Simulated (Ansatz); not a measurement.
**1T-SrClI monolayer in a perpendicular field**

Wanted: the out-of-plane response of the 1T-SrClI monolayer. A positive field points along +c.

Main program and level: Ansatz 0.2.0; plane-wave DFT, PBE-D3(BJ), Ansatz PAW.

Most raw output is cut from this account.

### 1. The starting structure

The cell holds 3 atoms: 1 I, 1 Sr and 1 Cl. Its edges and angles: a = 4.265 Å, b = 4.265 Å, c = 38.357 Å, α = 90.0°, β = 90.0°, γ = 120.0°. Vacuum lies along c.

### 2. Relaxing the slab

The starting cell is a guess, so the in-plane lattice and the atoms are relaxed first, with the slab cut off from its images along the normal.

Input file input.yaml:

```yaml
crystal:
  lattice:
    - [4.265215, 0.0, 0.0]
    - [-2.1326075, 3.6937845426, 0.0]
    - [0.0, 0.0, 38.3574781017]
  atoms:
    - { symbol: I, position: [0.6666666667, 0.3333333333, 0.4523237934] }
    - { symbol: Sr, position: [0.0, 0.0, 0.5081164853] }
    - { symbol: Cl, position: [0.3333333333, 0.6666666667, 0.5476762066] }
  periodic: [true, true, false]
kpoints:
  mp_grid: { grid: [12, 12, 1] }
hamiltonian:
  xc: pbe
  dispersion: d3bj
scf:
  occupations: { method: fermi_dirac, width: 0.05 }
  convergence: { dr2_threshold: 1.0e-09 }
relax:
  f_tol: 0.004
  max_steps: 90
  cell: {}
output:
  write_potential: true
  write_density: true
  volumetric_format: npy
```

Run with:

```console
$ ansatz run input.yaml --threads 2 --pin off --max-ram 3072MiB --backend cpu --events-out ev --progress --plain --runs-dir out
```

It took 2.6 min on 2 threads of Intel Xeon at 2.70GHz, shared host; peak memory 0.89 GiB; 4.9 min of CPU time.

Relaxation path:

| step | energy less that of the first step (eV) | largest force component (eV/Å) | volume (Å³) |
| --- | --- | --- | --- |
| 1 | 0.0000 | 0.3212 | 604.31 |
| 2 | -0.0779 | 0.0828 | 631.87 |
| 3 | -0.1116 | 0.1393 | 659.81 |
| 4 | -0.1230 | 0.0456 | 682.53 |
| 5 | -0.1233 | 0.0467 | 685.39 |
| 6 | -0.1235 | 0.0065 | 684.87 |
| 7 | -0.1235 | 0.0001 | 684.86 |
| 8* | -0.1242 | 0.0002 | 684.86 |

Relaxation steps marked * repeat the geometry before them on a plane-wave basis chosen anew for their cell, so energy and pressure can jump there.

Forces are held to the 6 operations that the run works with; a distortion that breaks them can't arise in this run.

| cell as run | before | after | change |
| --- | --- | --- | --- |
| a (Å) | 4.265 | 4.541 | +6.5 % |
| b (Å) | 4.265 | 4.541 | +6.5 % |

The atoms that moved most (Å, along periodic axes as changes of fractional coordinates times the final cell, across vacuum about the mean position):

| atom | dx | dy | dz | length |
| --- | --- | --- | --- | --- |
| I1 | 0.000 | 0.000 | 0.203 | 0.203 |
| Cl3 | 0.000 | 0.000 | -0.203 | 0.203 |

Final coordinates:

```xyz
3
Lattice="4.5406 0.0000 0.0000 -2.2703 3.9323 0.0000 0.0000 0.0000 38.3575" Properties=species:S:1:pos:R:3
I     2.2703    1.3108   17.5532
Sr    0.0000    0.0000   19.4897
Cl    0.0000    2.6215   20.8047
```

This step gave:

* gap on the k-mesh: 4.394 eV

The lattice constant a goes from 4.265 to 4.541 Å.

### 3. Atoms held, field 0

A sawtooth potential applies the field, turning back in the middle of the vacuum. With the dipole correction the typed value is the field outside the slab. The induced dipole is small, so the SCF threshold is tight.

The cell differs from the one that the last finished run ended in (c 38.357 → 21.251 Å).

Input file input.yaml:

```yaml
crystal:
  lattice:
    - [4.5405865945, 0.0, 0.0]
    - [-2.2702932972, 3.9322633389, 0.0]
    - [0.0, 0.0, 21.2514632457]
  atoms:
    - { symbol: I, position: [0.6666666667, 0.3333333333, 0.4235002501] }
    - { symbol: Sr, position: [0.0, 0.0, 0.514622481] }
    - { symbol: Cl, position: [0.3333333333, 0.6666666667, 0.5764997499] }
kpoints:
  mp_grid: { grid: [12, 12, 1] }
  band_path:
    path: [[0, 0, 0], [0.5, 0, 0], [0.33333333, 0.33333333, 0], [0, 0, 0]]
    npoints: 16
hamiltonian:
  xc: pbe
  dispersion: d3bj
scf:
  occupations: { method: fermi_dirac, width: 0.02585 }
  convergence: { dr2_threshold: 1.0e-10 }
efield:
  axis: 3
  dipole_correction: true
  ramp_position: 0.97
  ramp_width: 0.06
  amplitude: 0
output:
  dos: { projected: true, e_range: [-6, 5] }
  write_potential: true
  write_density: true
  volumetric_format: npy
  elf: true
```

Elapsed: 24 s, on 2 threads; peak memory 0.64 GiB.

This step gave:

| Item | Value |
| --- | --- |
| dipole along the normal | 0.06727 e·Å |
| gap along the path | 4.394 eV |
| smallest direct gap along the path | 4.394 eV |
| step between the vacuum levels | -0.6817 eV |
| ionisation energy, upper face | 6.256 eV |
| electron affinity, upper face | 1.862 eV |
| ionisation energy, lower face | 6.937 eV |
| gap, the smaller of path and mesh | 4.394 eV |

Running mean over a fixed 2.5 Å (it still follows the layers) of the planar mean; the ramp of the sawtooth is left out. The electron's electrostatic potential energy less the Fermi level by z:

| z (Å) | electron's electrostatic potential energy less the Fermi level (eV) |
| --- | --- |
| 3.0 | 4.73 |
| 3.5 | 4.73 |
| 4.0 | 4.73 |
| 4.5 | 4.73 |
| 5.0 | 4.73 |
| 5.5 | 4.73 |
| 6.0 | 4.70 |
| 6.5 | 4.59 |
| 7.0 | 4.08 |
| 7.5 | 3.05 |
| 8.0 | 1.93 |
| 8.5 | 0.609 |
| 9.0 | -0.641 |
| 9.5 | -2.54 |
| 10.0 | -4.74 |
| 10.5 | -5.89 |
| 11.0 | -6.46 |
| 11.5 | -6.65 |
| 12.0 | -4.95 |
| 12.5 | -1.95 |
| 13.0 | 0.182 |
| 13.5 | 1.96 |
| 14.0 | 3.39 |
| 14.5 | 3.92 |
| 15.0 | 4.03 |
| 15.5 | 4.05 |
| 16.0 | 4.05 |
| 16.5 | 4.05 |
| 17.0 | 4.05 |
| 17.5 | 4.05 |
| 18.0 | 4.05 |

The density of states has structure finer than the step of the table below, so its rows give means over 0.2 eV, whole bins alone (the curve runs from -6 to 2.9 eV). Peaks (eV: height): -4.76: 15.2, -4.59: 10.5, -4.46: 25.3, -4.26: 14.7, -3.30: 8.24, -2.88: 9.92, -2.80: 24.2.

Table of density of states by energy, zero at the Fermi level of the run, which the smearing sets inside the gap; means over each step:

| energy (eV) | density of states (states/eV a cell) |
| --- | --- |
| -5.2 | 0 |
| -5.0 | 0.0624 |
| -4.8 | 7.47 |
| -4.6 | 4.74 |
| -4.4 | 13.9 |
| -4.2 | 3.62 |
| -4.0 | 0 |
| -3.8 | 0 |
| -3.6 | 0 |
| -3.4 | 3.71 |
| -3.2 | 3.27 |
| -3.0 | 2.83 |
| -2.8 | 11.0 |
| -2.6 | 5.14 |
| -2.4 | 3.02 |
| -2.2 | 0.946 |
| -2.0 | 0 |
| -1.8 | 0 |
| -1.6 | 0 |
| -1.4 | 0 |
| -1.2 | 0 |
| -1.0 | 0 |
| -0.8 | 0 |
| -0.6 | 0 |
| -0.4 | 0 |
| -0.2 | 0 |
| 0.0 | 0 |
| 0.2 | 0 |
| 0.4 | 0 |
| 0.6 | 0 |
| 0.8 | 0 |
| 1.0 | 0 |
| 1.2 | 0 |
| 1.4 | 0 |
| 1.6 | 0 |
| 1.8 | 0 |
| 2.0 | 0 |
| 2.2 | 0.762 |
| 2.4 | 3.02 |
| 2.6 | 4.20 |
| 2.8 | 2.06 |

Projected DOS per atom over height of the atomic layer and energy from the Fermi level. Layers: I Sr Cl from below.

Values in states/eV, 22 rows by 3 columns, each cell a mean:
```
0.1 0.2 0.0
0.1 0.2 0.0
0.0 0.0 0.0
0.0 0.0 0.0
0.0 0.0 0.0
0.0 0.0 0.0
0.0 0.0 0.0
0.0 0.0 0.0
0.0 0.0 0.0
0.0 0.0 0.0
0.0 0.0 0.0
0.0 0.0 0.0
0.8 0.0 0.0
4.7 0.1 0.2
5.1 0.1 0.3
2.7 0.1 0.3
0.0 0.0 0.0
0.3 0.0 3.4
0.3 0.3 8.5
0.1 0.2 1.6
0.0 0.0 0.0
0.0 0.0 0.0
```
Columns: height of the atomic layer (Å) from 9 to 12.3 (not evenly spaced); rows upwards: energy from the Fermi level (eV) from -5.96 to 2.86.

The electronic bands at the labelled points (eV, zero at the Fermi level of the run, which the smearing sets inside the gap):

| point | band 14 | band 15 | band 16 | band 17 | band 18 | band 19 | band 20 | band 21 |
| --- | --- | --- | --- | --- | --- | --- | --- | --- |
| Γ | -4.45 | -2.90 | -2.20 | -2.20 | 2.19 | 3.11 | 3.11 | 3.22 |
| halfway | -4.41 | -3.03 | -2.74 | -2.40 | 2.50 | 3.08 | 3.65 | 3.74 |
| M | -4.28 | -3.44 | -2.80 | -2.56 | 2.22 | 3.89 | 4.20 | 4.45 |
| halfway | -4.26 | -3.36 | -2.85 | -2.77 | 2.58 | 3.63 | 4.02 | 4.66 |
| K | -4.24 | -3.22 | -3.11 | -2.83 | 3.08 | 3.37 | 3.76 | 4.62 |
| halfway | -4.36 | -3.10 | -2.74 | -2.54 | 2.72 | 3.13 | 3.40 | 3.98 |
| Γ | -4.45 | -2.90 | -2.20 | -2.20 | 2.19 | 3.11 | 3.11 | 3.22 |

ELF in the ca plane at fractional y = 0.000, with atoms of Sr within 0.2 Å of it. It is the smooth field of the valence electrons, not physical close to the nuclei.

Values, 7 rows by 16 columns, each cell a mean:
```
0.00 0.00 0.00 0.00 0.02 0.05 0.47 0.67 0.54 0.01 0.00 0.00 0.00 0.00 0.00 0.00
0.00 0.00 0.00 0.03 0.23 0.42 0.20 0.48 0.16 0.14 0.03 0.00 0.00 0.00 0.00 0.00
0.00 0.00 0.01 0.14 0.56 0.74 0.46 0.06 0.41 0.48 0.13 0.01 0.00 0.00 0.00 0.00
0.00 0.00 0.01 0.19 0.64 0.77 0.59 0.11 0.59 0.57 0.17 0.01 0.00 0.00 0.00 0.00
0.00 0.00 0.01 0.10 0.48 0.69 0.36 0.08 0.28 0.39 0.10 0.01 0.00 0.00 0.00 0.00
0.00 0.00 0.00 0.02 0.13 0.26 0.25 0.69 0.26 0.06 0.02 0.00 0.00 0.00 0.00 0.00
0.00 0.00 0.00 0.00 0.01 0.02 0.53 0.48 0.61 0.01 0.00 0.00 0.00 0.00 0.00 0.00
```
Columns run along c (16.0 Å, from fractional 0.17 to 0.92 of the cell), rows up along a (4.5 Å). Atoms in or near the plane, at fractional coordinates: Sr at (0.51, 0.00).

Valence density in the ca plane at fractional y = 0.000, with atoms of Sr within 0.2 Å of it. It is the smooth field of the valence electrons, not physical close to the nuclei.

Values in e/Å³, 7 rows by 16 columns, each cell a mean:
```
0.0 0.0 0.0 0.0 0.0 0.0 0.6 2.3 0.6 0.0 0.0 0.0 0.0 0.0 0.0 0.0
0.0 0.0 0.0 0.0 0.0 0.1 0.1 0.5 0.1 0.0 0.0 0.0 0.0 0.0 0.0 0.0
0.0 0.0 0.0 0.0 0.1 0.2 0.1 0.1 0.1 0.1 0.0 0.0 0.0 0.0 0.0 0.0
0.0 0.0 0.0 0.0 0.1 0.2 0.1 0.1 0.1 0.1 0.0 0.0 0.0 0.0 0.0 0.0
0.0 0.0 0.0 0.0 0.0 0.1 0.1 0.1 0.1 0.0 0.0 0.0 0.0 0.0 0.0 0.0
0.0 0.0 0.0 0.0 0.0 0.1 0.2 1.0 0.2 0.0 0.0 0.0 0.0 0.0 0.0 0.0
0.0 0.0 0.0 0.0 0.0 0.0 0.7 2.3 0.8 0.0 0.0 0.0 0.0 0.0 0.0 0.0
```
Columns run along c (16.0 Å, from fractional 0.17 to 0.92 of the cell), rows up along a (4.5 Å). Atoms in or near the plane, at fractional coordinates: Sr at (0.51, 0.00).

Electrostatic potential energy in the ca plane at fractional y = 0.000, with atoms of Sr within 0.2 Å of it. With pseudopotentials it is smooth inside the atoms' cores, unlike the true potential.

Ten even steps from '0' (-30 eV) to '9' (3 eV), each cell a mean:
```
99999999999999998610000478999999999999999999
99999999999999998741003688999999999999999999
99999999999999998875456789999999999999999999
99999999999999999888778899999999999999999999
99999999999999888998889999999999999999999999
99999999999999888999999999999999999999999999
99999999999999888999999999999999999999999999
99999999999999988888888899999999999999999999
99999999999999999877667889999999999999999999
99999999999999998753125789999999999999999999
99999999999999998620001578999999999999999999
99999999999999998500000478999999999999999999
```
Columns run along c (16.0 Å, from fractional 0.17 to 0.92 of the cell; values clipped at the 3rd and 97th percentile), rows up along a (4.5 Å). Atoms in or near the plane, at fractional coordinates: Sr at (0.51, 0.00).

The gap is 4.39 eV, with the valence edge 6.26 eV and the conduction edge 1.86 eV under the upper vacuum level. Spin-orbit coupling, left out in this run, matters for the bands of elements this heavy.

### 4. Single point, field 0.1 V/Å

input.yaml, as its differences from that of step 3:

```diff
@@ -25,5 +25,4 @@
   ramp_width: 0.06
-  amplitude: 0
+  amplitude: 0.1
 output:
-  dos: { projected: true, e_range: [-6, 5] }
   write_potential: true
@@ -31,2 +30 @@
   volumetric_format: npy
-  elf: true
```

The job ended after 30 s (2 threads; peak memory 0.6 GiB; 59 s of CPU time).

The dipole is 0.110 e·Å, 0.0425 e·Å from its value without field, and the gap 4.457 eV.

### 5. Atoms held, field -0.1 V/Å

input.yaml, as its differences from that of step 4:

```diff
@@ -25,3 +25,3 @@
   ramp_width: 0.06
-  amplitude: 0.1
+  amplitude: -0.1
 output:
```

Run time: 27 s. Hardware: 2 threads; peak memory 0.6 GiB; 53 s of CPU time.

The dipole is 0.0247 e·Å, -0.0425 e·Å from its value without field, and the gap 4.305 eV.

### 6. Response, atoms held

This step: plane-wave DFT, PBE-D3(BJ), Ansatz PAW; response to a field along the normal, atoms held (Ansatz 0.2.0).

The dipoles give the slope, and the difference of two potentials shows where the field is screened.

This step gave:

```yaml
equivalent_conductor_thickness_p_eps_0ae: 4.312 Å
distance_between_the_outer_atoms: 3.251 Å
```

The dipole of the cell by applied field:

| applied field (V/Å) | dipole of the cell (e·Å) |
| --- | --- |
| -0.1000 | 0.0247 |
| 0.0000 | 0.0673 |
| 0.1000 | 0.110 |

Local field over the applied field, running mean. From the potentials at -0.1 and 0.1 V/Å; running mean over 2.5 Å. Local field over applied field against z:

| z (Å) | local field over applied field |
| --- | --- |
| 4.13 | 1.000 |
| 4.43 | 0.999 |
| 4.87 | 0.997 |
| 5.17 | 0.995 |
| 5.61 | 0.985 |
| 5.90 | 0.972 |
| 6.20 | 0.948 |
| 6.64 | 0.883 |
| 6.94 | 0.815 |
| 7.23 | 0.731 |
| 7.67 | 0.587 |
| 7.97 | 0.487 |
| 8.41 | 0.349 |
| 8.71 | 0.273 |
| 9.00 | 0.220 |
| 9.45 | 0.193 |
| 9.74 | 0.201 |
| 10.04 | 0.218 |
| 10.48 | 0.248 |
| 10.77 | 0.268 |
| 11.22 | 0.296 |
| 11.51 | 0.314 |
| 11.81 | 0.337 |
| 12.25 | 0.396 |
| 12.54 | 0.455 |
| 12.84 | 0.527 |
| 13.28 | 0.647 |
| 13.58 | 0.727 |
| 14.02 | 0.838 |
| 14.32 | 0.898 |
| 14.61 | 0.940 |
| 15.05 | 0.976 |
| 15.35 | 0.988 |
| 15.64 | 0.994 |
| 16.09 | 0.998 |
| 16.38 | 0.999 |
| 16.82 | 1.000 |
| 17.12 | 1.000 |

Electrons, planar mean, per unit field. Induced electron density against z:

| z (Å) | induced electron density (e/Å³ per V/Å) |
| --- | --- |
| 4.13 | 1.6e-6 |
| 4.43 | 3.5e-6 |
| 4.87 | 1.1e-5 |
| 5.17 | 2.2e-5 |
| 5.61 | 6.4e-5 |
| 5.90 | 1.3e-4 |
| 6.20 | 2.4e-4 |
| 6.64 | 6.1e-4 |
| 6.94 | 0.00108 |
| 7.23 | 0.00179 |
| 7.67 | 0.00307 |
| 7.97 | 0.00335 |
| 8.41 | 0.00179 |
| 8.71 | 0.00130 |
| 9.00 | 5.4e-4 |
| 9.45 | -3.3e-4 |
| 9.74 | -7.9e-4 |
| 10.04 | -0.00146 |
| 10.48 | -9.0e-4 |
| 10.77 | -2.1e-4 |
| 11.22 | 6.2e-4 |
| 11.51 | 4.8e-4 |
| 11.81 | -1.2e-4 |
| 12.25 | -6.7e-4 |
| 12.54 | -0.00133 |
| 12.84 | -0.00232 |
| 13.28 | -0.00274 |
| 13.58 | -0.00201 |
| 14.02 | -9.6e-4 |
| 14.32 | -5.3e-4 |
| 14.61 | -2.8e-4 |
| 15.05 | -1.0e-4 |
| 15.35 | -5.1e-5 |
| 15.64 | -2.5e-5 |
| 16.09 | -7.9e-6 |
| 16.38 | -3.7e-6 |
| 16.82 | -1.2e-6 |
| 17.12 | -5.4e-7 |

The smaller of the gaps on the path and on the k-mesh, counted as 0 under 0.03 eV; in a wide-gap layer a fall can come from a state in the tilted vacuum. Gap against applied field:

| applied field (V/Å) | gap (eV) |
| --- | --- |
| -0.1000 | 4.30 |
| 0.0000 | 4.39 |
| 0.1000 | 4.46 |

By hand: between -0.1 and 0.1 V/Å the dipole changes by 0.08509 e·Å, a slope of 0.4255 e·Å²/V. A perfect conductor of thickness t has p = ε₀AEt, so t = 180.95 × 0.4255 / 17.855 = 4.31 Å (e/ε₀ = 180.95 V·Å, A in Å²).

The induced dipole is that of a conductor 4.31 Å thick.

### 7. Summary of results

| Property | Result |
| --- | --- |
| gap without field | 4.39 eV |
| ionisation energy, upper face | 6.26 eV |
| electron affinity, upper face | 1.86 eV |
| step between the vacuum levels | -0.682 eV |
| equivalent conductor thickness, atoms held | 4.31 Å |

**Reading.** The induced dipole equals that of a perfect conductor 4.31 Å thick, while the outer atoms lie 3.25 Å apart; an out-of-plane ε follows only once a thickness t is chosen, by 1 − 1/ε = 4.31 Å / t. The two faces differ: the vacuum level above lies 0.68 eV lower than the one below. The gap goes from 4.39 eV to 4.30 eV at -0.1 V/Å. In a field the lowest empty level of a wide-gap layer can be a state in the vacuum, whose place depends on the cell. With the field reversed the gap is 4.46 eV at 0.1 V/Å. Semilocal functionals give gaps that are too small, and excitons are not included. Spin-orbit coupling is left out, which matters for the bands of elements this heavy.

[Logs are printed without paths, hosts, clocks, repeated set-up lines and the standing remarks that a program may print on its own settings, such as how far it seeks lower states.]

[Hosts, paths, dates, database ids (printed as entryN), source tags and the programs' standing remarks are cut or masked in the printed files.]

[Maps of the electrostatic potential energy from Ansatz leave out the sawtooth potential of an applied field or a dipole correction, so their vacuum need not be flat; planar profiles and work functions include it.]

[The density of states shown here was stored with 400 of the rows of the run's finer table, so its peaks can read low, often by over a quarter, or be missed, and its means over a window can be off by a tenth or more.]
